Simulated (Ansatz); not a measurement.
# Moving the knobs of a GW run on SnSe2 (P-3m1)

Aim: change settings of a G0W0 run on SnSe2 (P-3m1) and see what moves.

Program: Ansatz 0.2.0. Level of theory: G0W0 on PBE, plane waves, PAW; PAW set soft_1. Results are calculated unless marked as measured.

## Step 1: The starting structure

Symmetry: P-3m1, No. 164, trigonal system. Conventional cell: a = 3.811 Å, b = 3.811 Å, c = 6.136 Å, α = 90.00°, β = 90.00°, γ = 120.00°. Sn has 6 Se at 2.72 Å nearest. Nearest to Se lie 3 Sn at 2.72 Å. Farther neighbours and most contacts between anions are not listed.

Geometry: measured cell, ions relaxed with PBE. The runs that relaxed it are not among those shown.

## Step 2: The base run: 6×6×4 mesh, 175 empty bands, screening to 100 eV, PAW set soft_1 files

G0W0 replaces the xc potential by the self-energy, built once from these orbitals. Only a window of levels is corrected, while the sums run over the empty bands that the input names. This step takes PAW set soft_1 files.

File input.yaml:

```yaml
crystal:
  lattice:
    - [3.811, 0.0, 0.0]
    - [-1.9055, 3.3004228138, 0.0]
    - [0.0, 0.0, 6.136]
  atoms:
    - { symbol: Sn, position: [0.0, 0.0, 0.0] }
    - { symbol: Se, position: [0.3333333333, 0.6666666667, 0.2614399677] }
    - { symbol: Se, position: [0.6666666667, 0.3333333333, 0.7385600323] }
kpoints:
  mp_grid: { grid: [6, 6, 4] }
hamiltonian:
  xc: pbe
  pseudopotentials: { kind: paw, azcp: { folder: soft_1 } }
scf:
  occupations: { method: fixed }
gw:
  n_empty_bands: 175
  ecut_chi: 100
  qp_bands: [v2, c2]
  qp_kpoints: band_edges
  screening: { model: contour_deformation }
```

On the command line:

```bash
$ ansatz run input.yaml --threads 2 --pin off --max-ram 92160MiB --backend cuda --events-out ev --progress --plain --runs-dir out --devices 1 --max-vram 13GiB
```

Numbers of over 12 decimals in the logs are rounded to 6 here.

The program printed:

```text
GPUs: using 1 of 1 available (devices: 1).
Engine: ansatz 0.2.0, x86_64-unknown-linux-gnu
Pseudopotentials: kind: paw
Pseudopotential: Sn, paw, valence charge 14, recommended cutoff 420 eV (normal), soft_1/Sn.paw.azcp
Pseudopotential: Se, paw, valence charge 16, recommended cutoff 420 eV (normal), soft_1/Se.paw.azcp
Functional definition: PBE
  parameter kappa = 0.804
  parameter beta = 0.066725
  exchange = pbe_x(kappa = kappa, mu = beta*pi^2/3)
  correlation = pbe_c(beta = beta)
device memory: the entry about to start is reckoned to put 0.9 GiB on a device that reports 53.0 GiB free (of which the cap on the GPU budget leaves the run 13.0 GiB)
GPU FFT provider: cuFFT
GPU libraries: cuBLAS 13.8.2, cuFFT 12.4.0, cuSOLVER 12.3.4
Crystal: 3 atoms, lattice volume = 77.178 Å³
Basis set: ecut = 420 eV, 1485 PW (Γ)
Bands: 28, of which v1, the nominal top of the filled ones, is band 23 counted from 1 (22 counted from 0)
Symmetry: 12 space group operations
Space group: P-3m1 (ITA 164), of the structure as read, at distance tolerance 4.3e-5 Å
k-points: 24 of 144
Non-local potential: Sn, projectors of the file, l = 0: 2, l = 1: 2, l = 2: 2, l = 3: 1
Non-local potential: Se, projectors of the file, l = 0: 2, l = 1: 2, l = 2: 3, l = 3: 1
PAW form: soft (Blöchl's): semilocal exchange-correlation on the pseudo side does not see the compensation charge
PAW one-centre angular grid: Sn, 590 points (default); XC on 64 Gauss nodes
PAW one-centre angular grid: Se, 590 points (default); XC on 64 Gauss nodes
Initial density: superposition of atomic densities (chi_scale 0.1, normalization cell, long waves kept (reshape's long-wave potential 0.10 eV rms))
Initial wavefunctions: pseudopotential atomic-orbital guess
GPU buffer pool allocated for 32805 grid points (all kernels)
GPU transforms: local potential and band sums: pruned to the plane-wave sphere, on 25×25×45
Functional: x = pbe(κ = 0.804, μ = 0.219515), c = pbe(β = 0.066725)
SCF iter   1: F=—  HF=-16963.819844 eV  |F-HF|=—  |Δ(HF+E_count)|=         —  Δρ=3.23e-2  dr2=1.66e0  ethr=3.10e-3  ⟨swp⟩=5.0  Hψ=2578  notcnv=0  defer=67
preconditioner: auto → Resta (q_TF=auto, 2.503 Å⁻¹)  ε∞=4.0  [insulator: Δε(μ)=0.558 eV  Ē_g=9.780 eV  n_scr=22 (ndim 8)  ℏωp=16.9 eV  f_vac=0.027  ε∞_Penn≈4.0]
SCF iter   2: F=—  HF=-16963.468601 eV  |F-HF|=—  |Δ(HF+E_count)|=   3.51e-1  Δρ=1.63e-2  dr2=2.35e-1  ethr=3.10e-3  ⟨swp⟩=2.0  Hψ=969  notcnv=0  defer=29
SCF iter   3: F=—  HF=-16963.418506 eV  |F-HF|=—  |Δ(HF+E_count)|=   5.01e-2  Δρ=5.34e-3  dr2=1.81e-2  ethr=5.11e-4  ⟨swp⟩=2.0  Hψ=809  notcnv=0  defer=67
SCF iter   4: F=—  HF=-16963.418566 eV  |F-HF|=—  |Δ(HF+E_count)|=   5.98e-5  Δρ=1.08e-3  dr2=1.38e-3  ethr=3.94e-5  ⟨swp⟩=2.0  Hψ=1246  notcnv=0  defer=69
[...]
E_xc         = -295.618973
  E_vxc        = -260.578555  (∫ρ·V_xc dr)
  E_paw        = -8631.685862  (= ΣΔE_a)
  E_vpaw       = -702.965635  (= ΣTr[D̂ρ^β])
  E_aug_tail   = -0.000477  (compensation charges beyond the density's cutoff)
  E_ewald      = -4724.188291
  E_smearing   = -0.000000  (= −TS)
  E_closure    = 0.000000  (closes the sum)
  Σ components = -16963.419068   (vs F -16963.419068, Δ=0.00e0)
--- Band table (eV; the first three rows and the last of 24) ---
  k-point 0: bands = [... 19 lower, 7.4043, 7.6111, 7.6111, 7.7880, 8.8794, 11.0728, 12.6065, 12.6065, ... 1 higher]
  k-point 1: bands = [... 19 lower, 7.3180, 7.3180, 7.7348, 7.7348, 9.8595, 11.0538, 12.4424, 12.4424, ... 1 higher]
  k-point 2: bands = [... 19 lower, 7.2669, 7.2669, 7.8248, 7.8248, 10.4989, 10.9428, 12.2884, 12.2884, ... 1 higher]
  k-point 23: bands = [... 19 lower, 3.7758, 4.2254, 7.5327, 7.5327, 10.1903, 12.2199, 12.2199, 13.7625, ... 1 higher]
--- G₀W₀: contour deformation, 7 samples at zero and on the imaginary axis and 2 off it, 144 q-points, 175 empty bands' worth ---
  eigenvalues of the whole cell's RPA ε∞ on this k-mesh (on a slab, of 1 + 4πα/V) = 11.0095, 14.4259, 14.4259; static W/v taken at q = 0 is 0.074322
  bands read: the sum over 198 bands ends inside a degenerate multiplet in 2 slots, whose members it reads at an even weight; the widest, k=0: bands 198 to 199 (counted from 1) at 1/2 each
  gw.qp_kpoints: band_edges: 19 of 24 stored k-points solved, in 1 pass; an edge of the gap read off the rows below is read off those points alone
    valence top: of the k-points left out ik 20 came nearest to being solved in a further pass, in band 23 (counted from 1, as in the quasiparticle table): it holds the edge there only if its correction is more favourable than any solved in that band by at least 0.506 eV; those differ by 0.059 eV
    conduction bottom: of the k-points left out ik 17 came nearest to being solved in a further pass, in band 24 (counted from 1, as in the quasiparticle table): it holds the edge there only if its correction is more favourable than any solved in that band by at least 0.709 eV; those differ by 0.154 eV
    ik  band        ε_KS         Σx   Σc(E_QP)       V_xc       Z   E_QP_lin       E_QP  E_QP is
     0    22      7.6111   -17.4925     1.7276   -15.4207  0.7220     7.2626     7.2670  root
     0    23      7.7880   -17.6626     1.7424   -15.5492  0.7310     7.4128     7.4170  root
     0    24      8.8794   -11.9369    -3.0539   -15.2112  0.7703     9.1005     9.0998  root
     0    25     11.0728    -8.1307    -3.9961   -12.2763  0.7749    11.2229    11.2224  root
     1    22      7.7348   -17.5248     1.6467   -15.5328  0.7266     7.3856     7.3896  root
     1    23      7.7348   -17.5248     1.6467   -15.5328  0.7266     7.3856     7.3896  root
     1    24      9.8595   -12.3035    -3.2124   -15.7335  0.7545    10.0782    10.0771  root
     1    25     11.0538    -8.4206    -4.0092   -12.5975  0.7731    11.2222    11.2216  root
[...]
23    22      7.5327   -17.3922     1.8078   -15.1997  0.7223     7.1420     7.1481  root
    23    23      7.5327   -17.3922     1.8078   -15.1997  0.7223     7.1420     7.1481  root
    23    24     10.1903   -11.9121    -3.7297   -15.8864  0.7154    10.4366    10.4348  root
    23    25     12.2199    -7.9741    -4.1580   -12.2840  0.7718    12.3720    12.3717  root
[key lines of the parts left out:]
SCF converged after 8 iterations
Free energy (F): -16963.419068 eV
Fermi energy:    7.889192 eV
```

The job ended after 35 s (1 × NVIDIA H100 80GB HBM3 (shared by 6 runs) with 2 threads of AMD EPYC 7R13 (Zen 3), shared host; peak memory 1.3 GiB).

Numbers from this step:

| Quantity | Value |
| --- | --- |
| bands summed | 198 |
| RPA ε∞ on this mesh (eigenvalues) | 11.01, 14.43, 14.43 |
| plane waves in the screening matrix | 161 |
| q-points in the mesh | 144 |
| G0W0 gap on the mesh | 1.159 eV |
| k of the valence top | 0, 0.1667, -0.25 |
| k of the conduction bottom | 0, -0.5, -0.5 |
| starting gap on the mesh | 0.7024 eV |
| Z at the valence top | 0.7297 |
| Z at the conduction bottom | 0.7531 |
| least direct G0W0 gap on the computed points | 1.683 eV |

The gap on the mesh goes from 0.70 eV to 1.16 eV, a correction of +0.46 eV. Between the two edge states, bare exchange in place of the xc potential would open the gap by 4.81 eV, and correlation takes back 4.35 eV.

## Step 3: Variant: wavefunction cutoff

input.yaml, as its differences from that of step 2:

```diff
@@ -22 +22,3 @@
   screening: { model: contour_deformation }
+basis:
+  ecutwfc: 300
```

The program printed:

```text
Warning: basis.ecutwfc = 300 eV is below the records' recommended 420 eV, and the density's cutoff is lower with it unless basis.ecutrho_ratio is high enough to keep the records' density cutoff: compare with a run at a higher cutoff
GPUs: using 1 of 1 available (devices: 1).
[...]
GPU FFT provider: cuFFT
GPU libraries: cuBLAS 13.8.2, cuFFT 12.4.0, cuSOLVER 12.3.4
Crystal: 3 atoms, lattice volume = 77.178 Å³
Basis set: ecut = 300 eV, 941 PW (Γ)
Bands: 28, of which v1, the nominal top of the filled ones, is band 23 counted from 1 (22 counted from 0)
[... 1 set-up line as in the run before ...]
[...]
k-points: 24 of 144
[...]
GPU buffer pool allocated for 20736 grid points (all kernels)
[...]
SCF iter   1: F=—  HF=-16963.713728 eV  |F-HF|=—  |Δ(HF+E_count)|=         —  Δρ=3.17e-2  dr2=1.63e0  ethr=3.10e-3  ⟨swp⟩=4.9  Hψ=2762  notcnv=0  defer=58
[...]
SCF iter   8: F=-16963.325834 eV  HF=-16963.325834 eV  |F-HF|=1.16e-7  |Δ(HF+E_count)|=   3.48e-6  Δρ=6.65e-6  dr2=6.49e-8  ethr=2.17e-10  ⟨swp⟩=8.5  Hψ=3061  notcnv=0
SCF 1 converged in 8 iterations: F = -16963.325834 eV  dr2 = 6.49e-8
[...]
NSCF: frozen V_eff on 24 k-points, pencils in batches of 32, up to order 112
[...]
NSCF: frozen V_eff on 24 k-points
G₀W₀ screening: q 1/24
[... further progress lines ...]
SCF converged after 8 iterations
Free energy (F): -16963.325834 eV
[...]
Internal energy: -16963.325834 eV  (E = F + TS)
E sigma→0 (E₀):  -16963.325834 eV
Fermi energy:    7.886136 eV
[...]
--- Band table (eV; the first three rows and the last of 24) ---
  k-point 0: bands = [... 19 lower, 7.4024, 7.6077, 7.6077, 7.7864, 8.8714, 11.0704, 12.6101, 12.6101, ... 1 higher]
  k-point 1: bands = [... 19 lower, 7.3162, 7.3162, 7.7314, 7.7314, 9.8533, 11.0533, 12.4486, 12.4486, ... 1 higher]
  k-point 2: bands = [... 19 lower, 7.2651, 7.2651, 7.8217, 7.8217, 10.4924, 10.9428, 12.2984, 12.2984, ... 1 higher]
  k-point 23: bands = [... 19 lower, 3.7738, 4.2238, 7.5300, 7.5300, 10.1862, 12.2252, 12.2252, 13.7771, ... 1 higher]
[...]
0    22      7.6077   -17.4970     1.7359   -15.4244  0.7219     7.2667     7.2710  root
     0    23      7.7864   -17.6707     1.7488   -15.5572  0.7309     7.4176     7.4217  root
     0    24      8.8714   -11.9447    -3.0284   -15.2149  0.7702     9.1142     9.1133  root
     0    25     11.0704    -8.1238    -3.9864   -12.2686  0.7749    11.2294    11.2287  root
     1    22      7.7314   -17.5291     1.6550   -15.5364  0.7266     7.3900     7.3938  root
     1    23      7.7314   -17.5291     1.6550   -15.5364  0.7266     7.3900     7.3938  root
     1    24      9.8533   -12.3152    -3.1884   -15.7408  0.7543    10.0919    10.0905  root
     1    25     11.0533    -8.4119    -3.9984   -12.5870  0.7731    11.2307    11.2300  root
[...]
23    22      7.5300   -17.3982     1.8150   -15.2051  0.7222     7.1460     7.1520  root
    23    23      7.5300   -17.3982     1.8150   -15.2051  0.7222     7.1460     7.1520  root
    23    24     10.1862   -11.9238    -3.7082   -15.8965  0.7153    10.4529    10.4507  root
    23    25     12.2252    -7.9626    -4.1482   -12.2700  0.7718    12.3847    12.3843  root
```

It took 25 s on 1 × NVIDIA H100 80GB HBM3 (shared by 6 runs) with 2 threads; peak memory 1.3 GiB.

The G0W0 gap on the mesh is 1.170 eV.

Against the base:

```tsv
setting	base	variant
typed cutoff	-	300
```

```tsv
quantity	variant	base
starting gap on the mesh	0.702	0.702
G0W0 gap on the mesh	1.170	1.159
least direct G0W0 gap on the computed points	1.692	1.683
Z at the valence top	0.730	0.730
Z at the conduction bottom	0.753	0.753
```

## Step 4: What came out

```
base                : 1.16 eV, 35 s
wavefunction cutoff : 1.17 eV, 25 s
```

**Reading.** Wavefunction cutoff: the gap moves by +0.01 eV (the plane-wave cutoff goes from 420 to 300 eV). All runs here use a coarse mesh and modest cutoffs; they test settings and are not final values. The 6×6×4 mesh is coarse for this cell (its supercell is 23 Å along the shortest edge). The RPA ε∞ on it, from the PBE start, is 11.01 and 14.43; such meshes misread the long-range screening, most where the gap is narrow. The many-body steps are scalar-relativistic: spin-orbit coupling is not in them.

[Paths, hosts, dates, memory and timing lines, banners, echoed tables and standing remarks are left out of the program output.]

[Logs are printed without paths, hosts, clocks, repeated set-up lines and the standing remarks that a program may print on its own settings, such as how far it seeks lower states.]

[Runs of the session that timed out or met a known fault of the program may be left out.]

[Cells called generated may have been cut or substituted from an entry of the Crystallography Open Database or the Materials Project.]

[Hosts, paths, dates, database ids (printed as entryN), source tags and the programs' standing remarks are cut or masked in the printed files.]
